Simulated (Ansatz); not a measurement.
# KSrCl3 in Imma, a phase reached by a soft mode: a soft mode frozen in, part 2 of 3

Which phase does KSrCl3 in Imma, a phase reached by a soft mode fall into along its unstable mode, and how much energy does it gain?

Ansatz 0.2.0; DFT PBEsol, scalar-relativistic, plane waves, PAW; PAW set soft_1.

So far. Step 4 (The mode frozen in, largest atomic shift 0.45 Å): The run ends at a pressure of -0.22 GPa, with forces up to 0.065 eV/Å. Step 5 (Energy along the mode, all amplitudes (two of the runs …): The lowest of the steps tried is at 0.45 Å, 1.18 meV/atom below the parent; the bottom of the well need not coincide with a step.

The structure was built from a prototype and need not be the compound's stable phase.

**6. Relaxation from the frozen mode**

Starting from the lowest point found, all atoms and the cell are let go, so that strain and other modes of the same symmetry can join in.

Contents of input.yaml:

```yaml
crystal:
  lattice:
    - [-3.8947705066, 5.3781164507, 3.8183458461]
    - [3.8947705066, -5.3781164507, 3.8183458461]
    - [3.8947705066, 5.3781164507, -3.8183458461]
  atoms:
    - { symbol: K, position: [0.7154222483, 0.9323875582, 0.7169653099] }
    - { symbol: K, position: [0.2845777517, 0.0015430616, 0.2169653099] }
    - { symbol: Sr, position: [0.5, 0.5005439531, 0.0005439531] }
    - { symbol: Sr, position: [0.0, 0.5005439531, 0.5005439531] }
    - { symbol: Cl, position: [0.8804710985, 0.6882408694, 0.3077697709] }
    - { symbol: Cl, position: [0.1195289015, 0.4272986724, 0.8077697709] }
    - { symbol: Cl, position: [0.6901110283, 0.0024883376, 0.164942879] }
    - { symbol: Cl, position: [0.3375454587, 0.0024883376, 0.8123773093] }
    - { symbol: Cl, position: [0.3098889717, 0.4748318507, 0.3123773093] }
    - { symbol: Cl, position: [0.6624545413, 0.4748318507, 0.664942879] }
kpoints:
  mp_grid: { grid: [4, 4, 4] }
hamiltonian:
  xc: pbesol
  pseudopotentials: { kind: paw, azcp: { folder: soft_1 }, xc_functional: pbe }
scf:
  occupations: { method: fixed }
output:
  forces: true
  stress: true
  eigenvalues: true
relax:
  adjacent_minimum: "off"
  f_tol: 0.002
  max_steps: 120
  cell: { stress_tol: 0.03 }
```

Launch:

```bash
ansatz run input.yaml --threads 4 --pin off --max-ram 16384MiB --backend cpu --events-out ev --progress --plain --runs-dir out
```

Numbers of over 12 decimals in the logs are rounded to 6 here.

The program printed:

```text
[...]
Crystal: 10 atoms, lattice volume = 319.924 Å³
Basis set: ecut = 420 eV, 6261 PW (Γ), exchange–correlation on 108×108×108 points (8 copies of the dense FFT grid, shifted against one another)
Bands: 50, of which v1, the nominal top of the filled ones, is band 40 counted from 1 (39 counted from 0)
Symmetry: 4 space group operations
[...]
k-points: 18 of 64 (time reversal used)
[...]
SCF iter   1: F=—  HF=-16408.257067 eV  |F-HF|=—  |Δ(HF+E_count)|=         —  Δρ=4.30e-2  dr2=1.05e1  ethr=3.10e-3  ⟨swp⟩=9.8  Hψ=5098  notcnv=0  defer=134
[...]
SCF iter   9: F=-16403.936898 eV  HF=-16403.936898 eV  |F-HF|=2.33e-8  |Δ(HF+E_count)|=   6.68e-7  Δρ=1.71e-6  dr2=1.68e-8  ethr=1.25e-10  ⟨swp⟩=21.9  Hψ=7071  notcnv=0
SCF 1 converged in 9 iterations: F = -16403.936898 eV  dr2 = 1.68e-8
[...]
relax step   1: F+E_penalty+E_count = -16403.93689765 eV  Δ(F+E_penalty+E_count) = +0.000e0 eV  max|allowed force component| = 6.285e-2 eV/Å  Δτ_max = 0.0000 Å  P = -0.225 GPa  Ω = 319.924 Å³  (9 SCF iters, dr2 threshold 1.00e-7 eV, accepted)
Crystal: 10 atoms, lattice volume = 317.350 Å³
Basis set: ecut = 420 eV, 6181 PW (Γ), exchange–correlation on 108×108×108 points (8 copies of the dense FFT grid, shifted against one another)
[...]
iter 1 solved again at ethr=1.04e-5 eV; its pass at ethr=3.10e-3 eV (dr2=8.36e-3 eV) is discarded
[...]
SCF iter   6: F=-16403.942460 eV  HF=-16403.942460 eV  |F-HF|=2.18e-8  |Δ(HF+E_count)|=   6.00e-8  Δρ=2.17e-6  dr2=1.50e-8  ethr=3.09e-10  ⟨swp⟩=5.3  Hψ=3417  notcnv=0
SCF 2 converged in 6 iterations: F = -16403.942460 eV  dr2 = 1.50e-8
relax step   2: F+E_penalty+E_count = -16403.94245987 eV  Δ(F+E_penalty+E_count) = -5.562e-3 eV  max|allowed force component| = 2.627e-2 eV/Å  Δτ_max = 0.0324 Å  P = -0.037 GPa  Ω = 317.350 Å³  energy of the carried Pulay correction = +5.444e-5 eV  (6 SCF iters, dr2 threshold 2.47e-7 eV, accepted)
Crystal: 10 atoms, lattice volume = 316.337 Å³
Basis set: ecut = 420 eV, 6173 PW (Γ), exchange–correlation on 108×108×108 points (8 copies of the dense FFT grid, shifted against one another)
[...]
SCF iter   6: F=-16403.943565 eV  HF=-16403.943565 eV  |F-HF|=4.60e-9  |Δ(HF+E_count)|=   1.46e-7  Δρ=1.27e-6  dr2=6.96e-9  ethr=5.39e-11  ⟨swp⟩=14.6  Hψ=5947  notcnv=0
SCF 3 converged in 6 iterations: F = -16403.943565 eV  dr2 = 6.96e-9
relax step   3: F+E_penalty+E_count = -16403.94356490 eV  Δ(F+E_penalty+E_count) = -1.105e-3 eV  max|allowed force component| = 5.042e-3 eV/Å  Δτ_max = 0.0135 Å  P = +0.023 GPa  Ω = 316.337 Å³  energy of the carried Pulay correction = +7.598e-5 eV  (6 SCF iters, dr2 threshold 4.31e-8 eV, accepted)
[...]
relax step   4: F+E_penalty+E_count = -16403.94366263 eV  Δ(F+E_penalty+E_count) = -9.773e-5 eV  max|allowed force component| = 2.140e-3 eV/Å  Δτ_max = 0.0049 Å  P = -0.000 GPa  Ω = 316.460 Å³  energy of the carried Pulay correction = +7.336e-5 eV  (5 SCF iters, dr2 threshold 3.65e-9 eV, accepted)
[...]
relax step   5: F+E_penalty+E_count = -16403.94367616 eV  Δ(F+E_penalty+E_count) = -1.353e-5 eV  max|allowed force component| = 1.022e-3 eV/Å  Δτ_max = 0.0017 Å  P = -0.001 GPa  Ω = 316.440 Å³  energy of the carried Pulay correction = +7.379e-5 eV  (5 SCF iters, dr2 threshold 2.86e-10 eV, accepted)
[...]
relax step   6: F+E_penalty+E_count = -16403.94368157 eV  Δ(F+E_penalty+E_count) = -5.418e-6 eV  max|allowed force component| = 6.655e-4 eV/Å  Δτ_max = 0.0017 Å  P = -0.001 GPa  Ω = 316.401 Å³  energy of the carried Pulay correction = +7.461e-5 eV  (6 SCF iters, accepted)
[...]
SCF iter   1: F=—  HF=-16403.943748 eV  |F-HF|=—  |Δ(HF+E_count)|=         —  Δρ=6.60e-6  dr2=1.11e-8  ethr=1.50e-7  ⟨swp⟩=5.6  Hψ=8111  notcnv=0  defer=140
eigensolver tolerance schedule: the retry pair's looser diagonalisation over-reported the residual by 10820.50 of it (diagonalisation noise at 1.09 of the residual, at the tolerance the schedule requests for it); recorded, not acted on — ethr = c·dr2/N_el stays at c = 1.0e-1
[...]
SCF iter   2: F=—  HF=-16403.943607 eV  |F-HF|=—  |Δ(HF+E_count)|=   1.41e-4  Δρ=3.49e-6  dr2=3.31e-9  ethr=1.38e-11  ⟨swp⟩=4.1  Hψ=2528  notcnv=0  defer=139
[...]
SCF iter   5: F=-16403.943607 eV  HF=-16403.943607 eV  |F-HF|=3.64e-12  |Δ(HF+E_count)|=  3.64e-12  Δρ=5.73e-8  dr2=3.56e-12  ethr=1.00e-12  ⟨swp⟩=5.0  Hψ=3292  notcnv=0
SCF 7 converged in 5 iterations: F = -16403.943607 eV  dr2 = 3.56e-12
relax step   7: F+E_penalty+E_count = -16403.94360733 eV  Δ(F+E_penalty+E_count) = +7.424e-5 eV  max|allowed force component| = 6.617e-4 eV/Å  Δτ_max = 0.0000 Å  P = -0.001 GPa  Ω = 316.401 Å³  stress off target by 1.15e-3 GPa  SCF on the basis re-selected at this cell (its energy is not comparable with the rows above)  (5 SCF iters)
basis re-selected at this cell: Δ(F+E_penalty+E_count) = +7.424e-5 eV, ΔP = -0.000 GPa vs the last step (what re-selecting the basis moved, of the pressure what is left beyond the Pulay correction that the steps carried, after the strain that the cell walked since its last selection, with what the two solves' SCF thresholds leave and, on support functions, any second-order correction that the steps lacked; it is no m [...]
SCF converged after 5 iterations
Free energy (F): -16403.943607 eV
[...]
Internal energy: -16403.943607 eV  (E = F + TS)
E sigma→0 (E₀):  -16403.943607 eV
Fermi energy:    1.256119 eV
[...]
--- Forces (eV/Å), atoms counted from 1 ---
  atom   1  K     -0.00066164    -0.00000000     0.00036773
  atom   2  K     -0.00066164     0.00000000    -0.00036773
  atom   3  Sr     0.00000308    -0.00000000    -0.00000000
  atom   4  Sr     0.00000308    -0.00000000     0.00000000
  atom   5  Cl     0.00053368     0.00000000    -0.00006604
  atom   6  Cl     0.00053368     0.00000000     0.00006604
  atom   7  Cl     0.00006251    -0.00000207     0.00003667
  atom   8  Cl     0.00006251     0.00000207     0.00003667
  atom   9  Cl     0.00006251     0.00000207    -0.00003667
  atom  10  Cl     0.00006251    -0.00000207    -0.00003667
  max |Σ_I F_I| component: 3.00e-7 eV/Å
--- Stress (GPa, compression-positive) ---
       -0.001149       0.000000      -0.000000
        0.000000       0.000475      -0.000000
       -0.000000      -0.000000      -0.001037
  P = ⅓ Tr σ = -0.0006 GPa (-0.006 kbar)
--- Band table (eV; the first three rows and the last of 18) ---
  k-point 0: bands = [... 36 lower, 1.0612, 1.0621, 1.1316, 1.2561, 6.3422, 7.4568, 7.7405, 8.1104, ... 6 higher]
  k-point 1: bands = [... 36 lower, 1.0014, 1.0457, 1.1288, 1.1681, 6.8182, 7.6934, 7.7858, 8.0427, ... 6 higher]
  k-point 2: bands = [... 36 lower, 1.0018, 1.0018, 1.1398, 1.1398, 7.6829, 7.6829, 8.0561, 8.0561, ... 6 higher]
  k-point 17: bands = [... 36 lower, 0.9563, 1.0008, 1.1287, 1.1575, 7.6185, 7.6612, 8.0355, 8.0491, ... 6 higher]
--- Relaxed structure (6 steps of the walk, 6 accepted, 1 SCFs on fresh bases) ---
  F+E_penalty+E_count = -16403.94360733 eV   max|allowed force component| = 6.617e-4 eV/Å   (the final SCF, on the basis selected at the relaxed cell)
  cell:  # Å, volume = 316.4014 Å³
    - [-3.868258, 5.346177, 3.824896]
    - [3.868258, -5.346177, 3.824896]
    - [3.868258, 5.346177, -3.824896]
  atoms:
    - { symbol: K, position: [0.721638, 0.940091, 0.718453] }
    - { symbol: K, position: [0.278362, -0.00318546, 0.218453] }
    - { symbol: Sr, position: [0.500000, 0.501227, 0.00122686] }
    - { symbol: Sr, position: [1.3078979221168098e-19, 0.501227, 0.501227] }
    - { symbol: Cl, position: [0.880089, 0.686654, 0.306566] }
    - { symbol: Cl, position: [0.119911, 0.426477, 0.806566] }
    - { symbol: Cl, position: [0.690247, 0.00268574, 0.163915] }
    - { symbol: Cl, position: [0.338770, 0.00268574, 0.812439] }
    - { symbol: Cl, position: [0.309753, 0.473668, 0.312439] }
    - { symbol: Cl, position: [0.661230, 0.473668, 0.663915] }
```

Run time: 59 s. Hardware: 4 threads of Arm Neoverse V1, shared host; peak memory 0.77 GiB; 3.8 min of CPU time.

Step by step:

```tsv
step	energy less that of the first step (eV)	largest force component (eV/Å)	pressure (GPa)	volume (Å³)
1	0.0000	0.0628	-0.22	319.92
2	-0.0056	0.0263	-0.04	317.35
3	-0.0067	0.0050	0.02	316.34
4	-0.0068	0.0021	0.00	316.46
5	-0.0068	0.0010	0.00	316.44
6	-0.0068	0.0007	0.00	316.40
7*	-0.0067	0.0007	0.00	316.40
```

Relaxation steps marked * repeat the geometry before them on a plane-wave basis chosen anew for their cell, so energy and pressure can jump there.

The run keeps the 4 symmetry operations that it works with, so distortions that break them were not tested.

```tsv
conventional cell, symmetrised	before	after	change
a (Å)	10.756	10.692	-0.6 %
b (Å)	7.637	7.650	+0.2 %
c (Å)	7.790	7.737	-0.7 %
volume (Å³/atom)	31.99	31.64	-1.1 %
```

The atoms that moved most (Å, as changes of fractional coordinates times the final cell):

```tsv
atom	dx	dy	dz	length
K1	0.012	0.000	0.048	0.049
K2	0.012	0.000	-0.048	0.049
Cl5	-0.009	0.000	-0.003	0.010
Cl6	-0.009	0.000	0.003	0.010
Cl9	-0.004	0.006	-0.005	0.009
Cl8	-0.004	0.006	0.005	0.009
Cl7	-0.004	-0.006	0.005	0.009
Cl10	-0.004	-0.006	-0.005	0.009
```

Numbers from this step:

| Property | Result |
| --- | --- |
| pressure | -5.71e-4 GPa |
| gap on the k-mesh | 5.086 eV |
| volume per atom | 31.64 Å³ |

The distorted start has space group Ima2; the relaxation ends in Ima2.

**7. The new phase in its own primitive cell**

The relaxed structure is symmetrised, reduced to its primitive cell and relaxed tightly, as its phonons need.

Contents of input.yaml:

```yaml
crystal:
  lattice:
    - [-5.346176775, 3.8248963525, 3.8682581837]
    - [5.346176775, -3.8248963525, 3.8682581837]
    - [5.346176775, 3.8248963525, -3.8682581837]
  atoms:
    - { symbol: K, position: [0.9400911349, 0.7184528354, 0.7216382995] }
    - { symbol: K, position: [0.996814536, 0.2184528354, 0.2783617005] }
    - { symbol: Sr, position: [0.5012268636, 0.0012268636, 0.5] }
    - { symbol: Sr, position: [0.5012268636, 0.5012268636, 0.0] }
    - { symbol: Cl, position: [0.686654285, 0.3065656553, 0.8800886297] }
    - { symbol: Cl, position: [0.4264770255, 0.8065656553, 0.1199113703] }
    - { symbol: Cl, position: [0.0026857381, 0.1639153494, 0.6902472195] }
    - { symbol: Cl, position: [0.0026857381, 0.8124385185, 0.3387703887] }
    - { symbol: Cl, position: [0.4736681299, 0.3124385185, 0.3097527805] }
    - { symbol: Cl, position: [0.4736681299, 0.6639153494, 0.6612296113] }
kpoints:
  mp_grid: { grid: [4, 4, 4] }
hamiltonian:
  xc: pbesol
  pseudopotentials: { kind: paw, azcp: { folder: soft_1 }, xc_functional: pbe }
scf:
  occupations: { method: fixed }
output:
  forces: true
  stress: true
  eigenvalues: true
relax:
  adjacent_minimum: "off"
  f_tol: 0.001
  max_steps: 60
  cell: { stress_tol: 0.01 }
```

The program printed:

```text
[...]
Crystal: 10 atoms, lattice volume = 316.401 Å³
Basis set: ecut = 420 eV, 6173 PW (Γ), exchange–correlation on 108×108×108 points (8 copies of the dense FFT grid, shifted against one another)
Bands: 50, of which v1, the nominal top of the filled ones, is band 40 counted from 1 (39 counted from 0)
Symmetry: 4 space group operations
[...]
- { symbol: Sr, position: [0.501227, 0.5012268636, -1.651910508106709e-17] }
    - { symbol: Cl, position: [0.686654285, 0.306565655275, 0.880089] }
    - { symbol: Cl, position: [0.42647702555, 0.806565655275, 0.119911] }
    - { symbol: Cl, position: [0.00268574, 0.163915, 0.690247219525] }
    - { symbol: Cl, position: [0.00268574, 0.81243851855, 0.338770] }
    - { symbol: Cl, position: [0.473668129875, 0.312439, 0.309753] }
    - { symbol: Cl, position: [0.473668, 0.663915, 0.661230] }
[key lines of the parts left out:]
SCF converged after 6 iterations
Free energy (F): -16403.943607 eV
Fermi energy:    1.256119 eV
P = ⅓ Tr σ = -0.0006 GPa (-0.006 kbar)
```

Elapsed: 20 s, on 4 threads; peak memory 0.75 GiB; 76 s of CPU time.

Little changed from the start: no atom moved by 0.005 Å and no cell edge by 0.1 %.

Numbers from this step:

* pressure: -5.70e-4 GPa
* direct gap on mesh: 5.086 eV

The largest force component left is 0.66 meV/Å and the pressure is -0.001 GPa, within the tolerances set. The cell now holds 31.64 Å³/atom.

(Part 2 of 3 ends here.)

[Logs are printed without paths, hosts, clocks, repeated set-up lines and the standing remarks that a program may print on its own settings, such as how far it seeks lower states.]

[Hosts, paths, dates, database ids (printed as entryN), source tags and the programs' standing remarks are cut or masked in the printed files.]
